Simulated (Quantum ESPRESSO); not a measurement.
**Magnetic state of NiS2 (Vaesite) from several starts**

Wanted: the moments of NiS2 (Vaesite) and the energy of each order that was tried.

Program: Quantum ESPRESSO 7.5. Level of theory: PBEsol; plane waves with GBRV 1.5 PBEsol potentials, no spin-orbit coupling. Results are calculated unless marked as measured.

Most raw output is cut from this account.

## (1) The structure

Symmetry: Pa-3, No. 205, cubic system. Conventional cell: a = 5.687 Å, b = 5.687 Å, c = 5.687 Å, α = 90.00°, β = 90.00°, γ = 90.00°. Nearest to Ni lie 6 S at 2.40 Å. Nearest to S lie 1 S at 2.06 Å and 3 Ni at 2.40 Å. Farther neighbours and most contacts between anions are not listed.

The cell comes from the Crystallography Open Database.

## (2) Run 1 (ferro ++++)

The signs are those of the starting moments on the seeded atoms, the atoms that are given a moment.

The input, pw.in:

```
&CONTROL
  calculation = 'scf'
  prefix = 'pwscf'
  outdir = './tmp'
  pseudo_dir = './pseudo'
  disk_io = 'nowf'
/
&SYSTEM
  ibrav = 0
  nat = 12
  ntyp = 2
  ecutwfc = 40
  ecutrho = 280
  nbnd = 80
  occupations = 'smearing'
  smearing = 'fd'
  degauss = 0.00367493
  nspin = 2
  starting_magnetization(1) = 0.1111
  starting_magnetization(2) = 0
/
&ELECTRONS
  conv_thr = 2.4d-08
  electron_maxstep = 150
  mixing_beta = 0.3
/
ATOMIC_SPECIES
Ni     58.6934 ni_pbesol_v1.4.uspp.F.UPF
S      32.0600 s_pbesol_v1.4.uspp.F.UPF
CELL_PARAMETERS angstrom
   5.6873000000    0.0000000000    0.0000000000
   0.0000000000    5.6873000000    0.0000000000
   0.0000000000    0.0000000000    5.6873000000
ATOMIC_POSITIONS crystal
Ni      0.0000000000    0.0000000000    0.0000000000
Ni      0.5000000000    0.0000000000    0.5000000000
Ni      0.5000000000    0.5000000000    0.0000000000
Ni      0.0000000000    0.5000000000    0.5000000000
S       0.3955000000    0.3955000000    0.3955000000
S       0.1045000000    0.6045000000    0.8955000000
S       0.8955000000    0.1045000000    0.6045000000
S       0.6045000000    0.8955000000    0.1045000000
S       0.6045000000    0.6045000000    0.6045000000
S       0.8955000000    0.3955000000    0.1045000000
S       0.1045000000    0.8955000000    0.3955000000
S       0.3955000000    0.1045000000    0.8955000000
K_POINTS automatic
4 4 4 0 0 0
```

The run is started by

```console
$ OMP_NUM_THREADS=1 mpirun -n 4 pw.x -nk 4 -in pw.in > pw.out
```

The job ended after 64 s (4 MPI ranks of AMD EPYC 9R45 (Zen 5), shared host; peak memory 0.85 GiB).

Spin moment in the atom's sphere by atom:

```csv
atom,spin moment in the atom's sphere (μB)
Ni1,0.201
Ni2,0.201
Ni3,0.201
Ni4,0.201
S5,0.022
S6,0.022
S7,0.022
S8,0.022
S9,0.022
S10,0.022
S11,0.022
S12,0.022
```

Numbers from this step:

```yaml
smearing_term_ts: 0.08248 eV
magnetization: 1.089 μB
absolute_magnetization: 1.119 μB
final_state: ferromagnetic
```

Spin density in the ac plane at fractional y = 0.000, with atoms of Ni within 0.2 Å of it.

Ten even steps from '0' (0.00 e/Å³) to '9' (0.60 e/Å³), each cell a mean:
```
6200000000000003
0000000000000000
0000000000000000
0000000000000000
0000000000000000
0000000000000000
0000000230000000
0000000693000000
0000000361000000
0000000010000000
0000000000000000
0000000000000000
0000000000000000
0000000000000000
3000000000000001
9300000000000017
```
Columns run along a (5.7 Å), rows up along c (5.7 Å). Atoms in or near the plane, at fractional coordinates: Ni at (0.00, 0.00), Ni at (0.50, 0.50).

Valence density in the ac plane at fractional y = 0.000, with atoms of Ni within 0.2 Å of it. It is the smooth field of the valence electrons, not physical close to the nuclei.

Ten steps, logarithmic in the rise over the least value, from '_' (0 e/Å³) to '@' (37 e/Å³), each cell a mean:
```
@@**::....::::::::....____..==%%
++--......::::::::..________::==
....____..::::::..__________....
..________........________......
..__________......______....::::
..__________..::--..__....::::::
::..______..--**##++::....::::::
::::........++@@@@##--....::::::
::::::::....==%%@@**::____....::
::::::::....::==++--..________..
::::::....____......__________..
........________......__________
......__________..::::..________
--::__________..::::::::..__..::
##++..______....::::::::....--**
@@##--......::::::::::......++@@
```
Columns run along a (5.7 Å), rows up along c (5.7 Å). Atoms in or near the plane, at fractional coordinates: Ni at (0.00, 0.00), Ni at (0.50, 0.50).

## (3) Start 2: antiferro ++−−

pw.in, as its differences from that of step 2:

```diff
@@ -10,6 +10,6 @@
   nat = 12
-  ntyp = 2
+  ntyp = 3
   ecutwfc = 40
   ecutrho = 280
-  nbnd = 80
+  nbnd = 76
   occupations = 'smearing'
@@ -19,3 +19,4 @@
   starting_magnetization(1) = 0.1111
-  starting_magnetization(2) = 0
+  starting_magnetization(2) = -0.1111
+  starting_magnetization(3) = 0
 /
@@ -27,3 +28,4 @@
 ATOMIC_SPECIES
-Ni     58.6934 ni_pbesol_v1.4.uspp.F.UPF
+Ni1    58.6934 ni_pbesol_v1.4.uspp.F.UPF
+Ni2    58.6934 ni_pbesol_v1.4.uspp.F.UPF
 S      32.0600 s_pbesol_v1.4.uspp.F.UPF
@@ -34,6 +36,6 @@
 ATOMIC_POSITIONS crystal
-Ni      0.0000000000    0.0000000000    0.0000000000
-Ni      0.5000000000    0.0000000000    0.5000000000
-Ni      0.5000000000    0.5000000000    0.0000000000
-Ni      0.0000000000    0.5000000000    0.5000000000
+Ni1     0.0000000000    0.0000000000    0.0000000000
+Ni1     0.5000000000    0.0000000000    0.5000000000
+Ni2     0.5000000000    0.5000000000    0.0000000000
+Ni2     0.0000000000    0.5000000000    0.5000000000
 S       0.3955000000    0.3955000000    0.3955000000
```

Run time: 2.5 min. Hardware: 4 MPI ranks; peak memory 1.2 GiB; 10 min of CPU time.

Spin moment in the atom's sphere by atom:

```csv
atom,spin moment in the atom's sphere (μB)
Ni1,0.460
Ni2,0.460
Ni3,-0.460
Ni4,-0.460
S5,-0.013
S6,-0.013
S7,0.013
S8,0.013
S9,-0.013
S10,-0.013
S11,0.013
S12,0.013
```

Numbers from this step:

| Property | Result |
| --- | --- |
| smearing term TS | 0.06819 eV |
| magnetization | 0 μB |
| absolute magnetization | 2.287 μB |
| final state | antiferromagnetic |

Spin density in the ac plane at fractional y = 0.000, with atoms of Ni within 0.2 Å of it.

Ten even steps from '_' (0.0 e/Å³) to '@' (1.4 e/Å³), each cell a mean:
```
**::__________________________==
______________________________..
________________________________
________________________________
________________________________
________________________________
______________::--______________
______________**@@==____________
______________--##..____________
________________..______________
________________________________
________________________________
________________________________
________________________________
==..__________________________..
@@--________________________..##
```
Columns run along a (5.7 Å), rows up along c (5.7 Å). Atoms in or near the plane, at fractional coordinates: Ni at (0.00, 0.00), Ni at (0.50, 0.50).

Valence density in the ac plane at fractional y = 0.000, with atoms of Ni within 0.2 Å of it. It is the smooth field of the valence electrons, not physical close to the nuclei.

Ten steps, logarithmic in the rise over the least value, from '0' (0 e/Å³) to '9' (37 e/Å³), each cell a mean:
```
9621122221100148
5311122221000024
1100122210000011
1000011110000111
1000001110001122
1000001231011222
2100013675211222
2211115997311222
2222114896200112
2222112453100001
2221100111000001
1111000011100000
1110000012210000
3200000122221012
7510001122221136
9731112222211159
```
Columns run along a (5.7 Å), rows up along c (5.7 Å). Atoms in or near the plane, at fractional coordinates: Ni at (0.00, 0.00), Ni at (0.50, 0.50).

## (4) Run 3 (ferri +++−)

pw.in, as its differences from that of step 3:

```diff
@@ -13,3 +13,3 @@
   ecutrho = 280
-  nbnd = 76
+  nbnd = 78
   occupations = 'smearing'
@@ -38,3 +38,3 @@
 Ni1     0.5000000000    0.0000000000    0.5000000000
-Ni2     0.5000000000    0.5000000000    0.0000000000
+Ni1     0.5000000000    0.5000000000    0.0000000000
 Ni2     0.0000000000    0.5000000000    0.5000000000
```

The job ended after 80 s (4 MPI ranks; peak memory 1 GiB; 5.3 min of CPU time).

Spin moment in the atom's sphere by atom:

```csv
atom,spin moment in the atom's sphere (μB)
Ni1,0.344
Ni2,0.344
Ni3,0.344
Ni4,-0.566
S5,0.006
S6,0.006
S7,0.006
S8,0.030
S9,0.006
S10,0.006
S11,0.006
S12,0.030
```

Read from the output:

```yaml
smearing_term_ts: 0.07092 eV
magnetization: 0.624 μB
absolute_magnetization: 2.01 μB
final_state: ferrimagnetic
```

## (5) The states side by side

An order is kept where moments of 0.15 μB or more survive with the typed signs; meshes match where a doubled cell samples the same k points as the first cell.

Ferrimagnetic means that a moment over 0.15 μB on a transition or rare-earth metal, induced ones included, opposes the net moment. Orders:

```csv
start,final state,typed order kept,energy over the lowest (meV a seeded atom),largest site moment (μB),net moment (μB a cell of the first run),mesh matched,CPU time (s)
ferro ++++,ferromagnetic,yes,3.872,0.2008,1.089,yes,253.5
antiferro ++--,antiferromagnetic,yes,0,0.46,0,yes,603.1
ferri +++-,ferrimagnetic,yes,0.8867,0.5656,0.6237,yes,320.5
```

## (6) The lowest state again, with its states saved

pw.in, as its differences from that of step 4:

```diff
@@ -5,3 +5,3 @@
   pseudo_dir = './pseudo'
-  disk_io = 'nowf'
+  disk_io = 'low'
 /
@@ -9,2 +9,3 @@
   ibrav = 0
+  celldm(1) = 8
   nat = 12
@@ -13,3 +14,3 @@
   ecutrho = 280
-  nbnd = 78
+  nbnd = 80
   occupations = 'smearing'
@@ -31,6 +32,6 @@
 S      32.0600 s_pbesol_v1.4.uspp.F.UPF
-CELL_PARAMETERS angstrom
-   5.6873000000    0.0000000000    0.0000000000
-   0.0000000000    5.6873000000    0.0000000000
-   0.0000000000    0.0000000000    5.6873000000
+CELL_PARAMETERS alat
+   1.3434299235730    0.0000000000000    0.0000000000000
+   0.0000000000000    1.3434299235730    0.0000000000000
+   0.0000000000000    0.0000000000000    1.3434299235730
 ATOMIC_POSITIONS crystal
@@ -38,3 +39,3 @@
 Ni1     0.5000000000    0.0000000000    0.5000000000
-Ni1     0.5000000000    0.5000000000    0.0000000000
+Ni2     0.5000000000    0.5000000000    0.0000000000
 Ni2     0.0000000000    0.5000000000    0.5000000000
```

The job ended after 2.1 min (4 MPI ranks; peak memory 1.2 GiB; 8.3 min of CPU time).

Read from the output:

```yaml
smearing_term_ts: 0.06821 eV
magnetization: 0 μB
absolute_magnetization: 2.286 μB
final_state: antiferromagnetic
largest_moment: 0.4597 μB
```

## (7) Projections on atomic orbitals

projwfc.x projects the saved states on orthogonalised atomic orbitals of the pseudopotential files.

Run time: 3.2 s. Hardware: 4 MPI ranks; peak memory 0.47 GiB; 13 s of CPU time.

```csv
atom,moment in the sphere (μB),Löwdin moment (μB),Löwdin charge (e)
Ni1,0.460,0.447,18.511
Ni2,0.460,0.447,18.511
Ni3,-0.460,-0.447,18.511
Ni4,-0.460,-0.447,18.511
S5,-0.013,-0.023,5.614
S6,-0.013,-0.023,5.614
S7,0.013,0.023,5.614
S8,0.013,0.023,5.614
S9,-0.013,-0.023,5.614
S10,-0.013,-0.023,5.614
S11,0.013,0.023,5.614
S12,0.013,0.023,5.614
```

## (8) What came out

```yaml
lowest_state_found: antiferromagnetic (from antiferro ++--)
largest_site_moment: 0.460 μB
next_state_with_moments: ferrimagnetic, 0.887 meV a seeded atom higher
```

**Reading.** The two lowest states lie so close that the mesh, the smearing, the functional or spin–orbit coupling could swap them. The smearing terms TS of the orders run from 17 to 21 meV a seeded atom, so the differences would change at a smaller width: an order with a larger TS is lowered more by the smearing. The largest moment reads 0.46 μB in the sphere and 0.45 μB by Löwdin projection; a site moment hangs on how space is shared out. This is the lowest of 3 collinear or spinless starts, no proof of the ground state. No Hubbard term acts here. In such compounds local and semilocal functionals without one often delocalise the d electrons, and can shrink or lose moments and miss the size, sign and order of the couplings.

[Logs and program files are shortened in this print: banners, set-up blocks, solver, clock and traceback lines can be left out without a mark of their own.]

[Logs are printed without paths, hosts, clocks, repeated set-up lines and the standing remarks that a program may print on its own settings, such as how far it seeks lower states.]

[Hosts, paths, dates, database ids (printed as entryN), source tags and the programs' standing remarks are cut or masked in the printed files.]

[Where a cell is said to come from a database of computed structures, the database is the Materials Project.]
